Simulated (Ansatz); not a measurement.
## CuPd (Skaergaardite, Pm-3m): relaxing the cell for a phonon run

Task: relax CuPd (Skaergaardite, Pm-3m) tightly.

Calculated with Ansatz 0.2.0; DFT PBEsol, scalar-relativistic, plane waves, PAW; PAW set soft_1.

The database entry behind the starting cell differs from later determinations by our own check (about 0.35 % long), so it need not match the best structure at ambient conditions.

**1. The starting structure**

The structure is cubic, space group Pm-3m (No. 221). Conventional cell: a = 2.988 Å, b = 2.988 Å, c = 2.988 Å, α = 90.00°, β = 90.00°, γ = 90.00°. Nearest to Cu lie 8 Pd at 2.59 Å. Nearest to Pd lie 8 Cu at 2.59 Å. Farther neighbours are not listed.

Coordinates:

```cif
data_structure
_symmetry_space_group_name_H-M 'P 1'
_symmetry_Int_Tables_number 1
_cell_length_a 2.9880
_cell_length_b 2.9880
_cell_length_c 2.9880
_cell_angle_alpha 90.000
_cell_angle_beta 90.000
_cell_angle_gamma 90.000
_cell_volume 26.68
loop_
_atom_site_label
_atom_site_type_symbol
_atom_site_fract_x
_atom_site_fract_y
_atom_site_fract_z
_atom_site_occupancy
Cu1 Cu 0.00000 0.00000 0.00000 1
Pd2 Pd 0.50000 0.50000 0.50000 1
```

**2. A coarse first look**

First a cheap look: the gap decides the mesh and the occupations, the pressure tells how far the cell has to move.

Contents of input.yaml:

```yaml
crystal:
  lattice:
    - [2.988, 0.0, 0.0]
    - [0.0, 2.988, 0.0]
    - [0.0, 0.0, 2.988]
  atoms:
    - { symbol: Cu, position: [0.0, 0.0, 0.0] }
    - { symbol: Pd, position: [0.5, 0.5, 0.5] }
kpoints:
  mp_grid: { grid: [6, 6, 6] }
hamiltonian:
  xc: pbesol
  pseudopotentials: { kind: paw, azcp: { folder: soft_1 }, xc_functional: pbe }
scf:
  occupations: { method: gaussian, width: 0.1 }
output:
  forces: true
  stress: true
  eigenvalues: true
```

Run with:

```console
ansatz run input.yaml --threads 4 --pin off --max-ram 10240MiB --backend cpu --events-out ev --progress --plain --runs-dir out
```

Numbers of over 12 decimals in the logs are rounded to 6 here.

Output:

```text
Engine: ansatz 0.2.0, aarch64-unknown-linux-gnu
Pseudopotentials: kind: paw
Pseudopotential: Cu, paw, valence charge 19, recommended cutoff 420 eV (normal), soft_1/Cu.paw.azcp
Pseudopotential: Pd, paw, valence charge 18, recommended cutoff 420 eV (normal), soft_1/Pd.paw.azcp
Functional definition: PBEsol
  exchange = pbesol_x
  correlation = pbesol_c
Crystal: 2 atoms, lattice volume = 26.677 Å³
[...]
--- Band table (eV; the first three rows and the last of 20) ---
  k-point 0: bands = [... 15 lower, 16.4698, 17.4348, 17.4348, 17.4348, 26.3935, 26.3935, 26.3935, 33.4762]
  k-point 1: bands = [... 15 lower, 16.5544, 16.9861, 16.9861, 17.2830, 23.8693, 27.4400, 27.4400, 33.1151]
  k-point 2: bands = [... 15 lower, 16.1581, 16.1581, 16.7647, 16.8839, 20.3555, 30.0174, 30.0174, 32.4089]
  k-point 19: bands = [... 15 lower, 16.3635, 17.3410, 17.3410, 23.8358, 25.4128, 25.4128, 25.4128, 26.7982]
[key lines of the parts left out:]
SCF converged after 8 iterations
Free energy (F): -13495.694905 eV
Fermi energy:    17.717673 eV
P = ⅓ Tr σ = -4.1119 GPa (-41.119 kbar)
```

Elapsed: 0.5 s, on 4 threads of Arm Neoverse V1, shared host; peak memory 0.29 GiB; 1.3 s of CPU time.

Numbers from this step:

```
pressure          : -4.112 GPa
volume per atom   : 13.34 Å³
gap on the k-mesh : 0 eV
```

The coarse mesh shows no gap and a pressure of -4.1 GPa.

**3. Relaxation**

The cell and atoms are relaxed, since residual forces and stress would shift the frequencies.

Changes to input.yaml since step 2:

```diff
@@ -9,3 +9,3 @@
 kpoints:
-  mp_grid: { grid: [6, 6, 6] }
+  mp_grid: { grid: [14, 14, 14] }
 hamiltonian:
@@ -19 +19,6 @@
   eigenvalues: true
+relax:
+  adjacent_minimum: "off"
+  f_tol: 0.005
+  max_steps: 80
+  cell: { stress_tol: 0.05 }
```

Output:

```text
[...]
Crystal: 2 atoms, lattice volume = 26.677 Å³
Basis set: ecut = 420 eV, 485 PW (Γ), exchange–correlation on 40×40×40 points (8 copies of the dense FFT grid, shifted against one another)
Bands: 23, of which v1, the nominal top of the filled ones, is band 19 counted from 1 (18 counted from 0)
Symmetry: 48 space group operations
[...]
k-points: 120 of 2744
[...]
SCF iter   1: F=—  HF=-13499.087609 eV  |F-HF|=—  |Δ(HF+E_count)|=         —  Δρ=2.28e-1  dr2=1.81e1  ethr=3.10e-3  ⟨swp⟩=4.1  Hψ=10022  notcnv=0
[...]
SCF iter   8: F=-13495.693742 eV  HF=-13495.693742 eV  |F-HF|=3.83e-9  |Δ(HF+E_count)|=   7.83e-8  Δρ=5.34e-6  dr2=5.00e-9  ethr=2.70e-10  ⟨swp⟩=5.3  Hψ=9229  notcnv=0
SCF 1 converged in 8 iterations: F = -13495.693742 eV  dr2 = 5.00e-9
[...]
relax step   1: F+E_penalty+E_count = -13495.69374219 eV  Δ(F+E_penalty+E_count) = +0.000e0 eV  max|allowed force component| = 1.420e-29 eV/Å  Δτ_max = 0.0000 Å  P = -4.629 GPa  Ω = 26.677 Å³  (8 SCF iters, dr2 threshold 1.00e-7 eV, accepted)
Crystal: 2 atoms, lattice volume = 25.965 Å³
[...]
iter 1 solved again at ethr=2.03e-5 eV; its pass at ethr=3.10e-3 eV (dr2=7.52e-3 eV) is discarded
[...]
SCF iter   6: F=-13495.704648 eV  HF=-13495.704648 eV  |F-HF|=1.46e-11  |Δ(HF+E_count)|=   6.84e-9  Δρ=1.76e-6  dr2=3.13e-10  ethr=9.48e-11  ⟨swp⟩=2.0  Hψ=8335  notcnv=0
SCF 2 converged in 6 iterations: F = -13495.704648 eV  dr2 = 3.13e-10
relax step   2: F+E_penalty+E_count = -13495.70464841 eV  Δ(F+E_penalty+E_count) = -1.091e-2 eV  max|allowed force component| = 1.972e-30 eV/Å  Δτ_max = 0.0000 Å  P = +0.014 GPa  Ω = 25.965 Å³  energy of the carried Pulay correction = +3.453e-4 eV  (6 SCF iters, dr2 threshold 2.00e-7 eV, accepted)
[...]
SCF iter   6: F=-13495.704261 eV  HF=-13495.704261 eV  |F-HF|=1.82e-12  |Δ(HF+E_count)|=  1.82e-12  Δρ=3.90e-8  dr2=3.83e-13  ethr=1.00e-12  ⟨swp⟩=3.0  Hψ=10191  notcnv=0
SCF 3 converged in 6 iterations: F = -13495.704261 eV  dr2 = 3.83e-13
relax step   3: F+E_penalty+E_count = -13495.70426122 eV  Δ(F+E_penalty+E_count) = +3.872e-4 eV  max|allowed force component| = 1.841e-30 eV/Å  Δτ_max = 0.0000 Å  P = +0.031 GPa  Ω = 25.965 Å³  stress off target by 3.06e-2 GPa  SCF on the basis re-selected at this cell (its energy is not comparable with the rows above)  (6 SCF iters)
basis re-selected at this cell: Δ(F+E_penalty+E_count) = +3.872e-4 eV, ΔP = +0.017 GPa vs the last step (what re-selecting the basis moved, of the pressure what is left beyond the Pulay correction that the steps carried, after the strain that the cell walked since its last selection, with what the two solves' SCF thresholds leave and, on support functions, any second-order correction that the steps lacked; it is no m [...]
SCF converged after 6 iterations
Free energy (F): -13495.704261 eV
[...]
Internal energy: -13495.696624 eV  (E = F + TS)
E sigma→0 (E₀):  -13495.700442 eV
Entropy (-TS):   -0.007638 eV (-3.819 meV/atom)
Fermi energy:    18.139652 eV
[...]
--- Stress (GPa, compression-positive) ---
        0.030626      -0.000000       0.000000
       -0.000000       0.030626      -0.000000
        0.000000      -0.000000       0.030626
  P = ⅓ Tr σ = 0.0306 GPa (0.306 kbar)
--- Band table (eV; the first three rows and the last of 120) ---
  k-point 0: bands = [... 15 lower, 17.0280, 18.0401, 18.0401, 18.0401, 27.1490, 27.1490, 27.1490, 34.3729]
  k-point 1: bands = [... 15 lower, 17.0450, 17.9428, 17.9428, 18.0104, 26.5317, 27.3586, 27.3586, 34.2920]
  k-point 2: bands = [... 15 lower, 17.0941, 17.6819, 17.6819, 17.9235, 25.1390, 27.9549, 27.9549, 34.0663]
  k-point 119: bands = [... 15 lower, 16.9044, 17.9677, 17.9677, 24.6205, 26.1712, 26.1712, 26.1712, 27.6188]
--- Relaxed structure (2 steps of the walk, 2 accepted, 1 SCFs on fresh bases) ---
  F+E_penalty+E_count = -13495.70426122 eV   max|allowed force component| = 1.841e-30 eV/Å   (the final SCF, on the basis selected at the relaxed cell)
  cell:  # Å, volume = 25.9646 Å³
    - [2.961151, 0, 0]
    - [0, 2.961151, 0]
    - [0, 0, 2.961151]
  atoms:
    - { symbol: Cu, position: [0, 0, 0] }
    - { symbol: Pd, position: [0.5, 0.5, 0.5] }
```

It took 3.8 s on 4 threads; peak memory 0.38 GiB.

Relaxation path:

```
step  energy less that of the first step (eV)  largest force component (eV/Å)  pressure (GPa)  volume (Å³)
   1                                   0.0000                          0.0000           -4.63        26.68
   2                                  -0.0109                          0.0000            0.01        25.96
  3*                                  -0.0105                          0.0000            0.03        25.96
```

Relaxation steps marked * repeat the geometry before them on a plane-wave basis chosen anew for their cell, so energy and pressure can jump there.

The run keeps the 48 symmetry operations that it works with, so distortions that break them were not tested.

```
conventional cell, symmetrised  before  after  change
                         a (Å)   2.988  2.961  -0.9 %
                         b (Å)   2.988  2.961  -0.9 %
                         c (Å)   2.988  2.961  -0.9 %
              volume (Å³/atom)   13.34  12.98  -2.7 %
```

Final coordinates:

```xyz
2
Lattice="2.9612 0.0000 0.0000 0.0000 2.9612 0.0000 0.0000 0.0000 2.9612" Properties=species:S:1:pos:R:3 pbc="T T T"
Cu    0.0000    0.0000    0.0000
Pd    1.4806    1.4806    1.4806
```

This step gave:

```yaml
pressure: 0.03063 GPa
volume_per_atom: 12.98 Å³
```

In this step the volume went from 13.34 to 12.98 Å³/atom.

**4. Tight relaxation**

Phonons need a cell at rest on their own settings, so the relaxation is repeated with tight tolerances on forces and stress on the k mesh and occupations of the first response run.

input.yaml, the sections that differ from step 3:

```yaml
crystal:
  lattice:
    - [2.9611505756, 0.0, 0.0]
    - [0.0, 2.9611505756, 0.0]
    - [0.0, 0.0, 2.9611505756]
  atoms:
    - { symbol: Cu, position: [0.0, 0.0, 0.0] }
    - { symbol: Pd, position: [0.5, 0.5, 0.5] }
kpoints:
  mp_grid: { grid: [16, 16, 16] }
scf:
  occupations: { method: methfessel_paxton, width: 0.2 }
relax:
  adjacent_minimum: "off"
  f_tol: 0.001
  max_steps: 60
  cell: { stress_tol: 0.01 }
# hamiltonian, output: as in step 3
```

Output:

```text
[...]
Crystal: 2 atoms, lattice volume = 25.965 Å³
Basis set: ecut = 420 eV, 485 PW (Γ), exchange–correlation on 40×40×40 points (8 copies of the dense FFT grid, shifted against one another)
Bands: 23, of which v1, the nominal top of the filled ones, is band 19 counted from 1 (18 counted from 0)
[... 1 set-up line as in the run before ...]
[...]
k-points: 165 of 4096
[...]
k-point 164: bands = [... 15 lower, 16.8997, 17.9796, 17.9796, 24.6219, 26.1757, 26.1757, 26.1757, 27.6246]
--- Relaxed structure (2 steps of the walk, 2 accepted, 1 SCFs on fresh bases) ---
[...]
cell:  # Å, volume = 25.9606 Å³
    - [2.960998, 0, 0]
    - [0, 2.960998, 0.0]
    - [0, 0.0, 2.960998]
  atoms:
    - { symbol: Cu, position: [0, 0, 0] }
    - { symbol: Pd, position: [0.5, 0.5, 0.5] }
[key lines of the parts left out:]
SCF converged after 5 iterations
Free energy (F): -13495.698702 eV
Fermi energy:    18.128380 eV
P = ⅓ Tr σ = -0.0012 GPa (-0.012 kbar)
```

The job ended after 4.5 s (4 threads; peak memory 0.4 GiB; 16 s of CPU time).

Little changed from the start: no atom moved by 0.005 Å and no cell edge by 0.1 %.

This step gave:

| Item | Value |
| --- | --- |
| pressure | -0.001177 GPa |

The forces vanish by symmetry and the pressure is -0.001 GPa, within the tolerances set. The cell now holds 12.98 Å³/atom.

**5. Outcome**

- space group after relaxation (within 0.01 Å): Pm-3m
- lattice constant a: 2.961 Å
- lattice constant b: 2.961 Å
- lattice constant c: 2.961 Å
- volume per atom: 13.0 Å³

The forces vanish by symmetry and the pressure is -0.001 GPa, within the tolerances set. The cell now holds 12.98 Å³/atom. The relaxation keeps the symmetry of its start, so it says nothing on stability against lower symmetry. The runs are without spin polarisation, although the cell has an odd electron count. The PAW files were made for PBE and serve the other functionals too.

[Logs are printed without paths, hosts, clocks, repeated set-up lines and the standing remarks that a program may print on its own settings, such as how far it seeks lower states.]

[Hosts, paths, dates, database ids (printed as entryN), source tags and the programs' standing remarks are cut or masked in the printed files.]
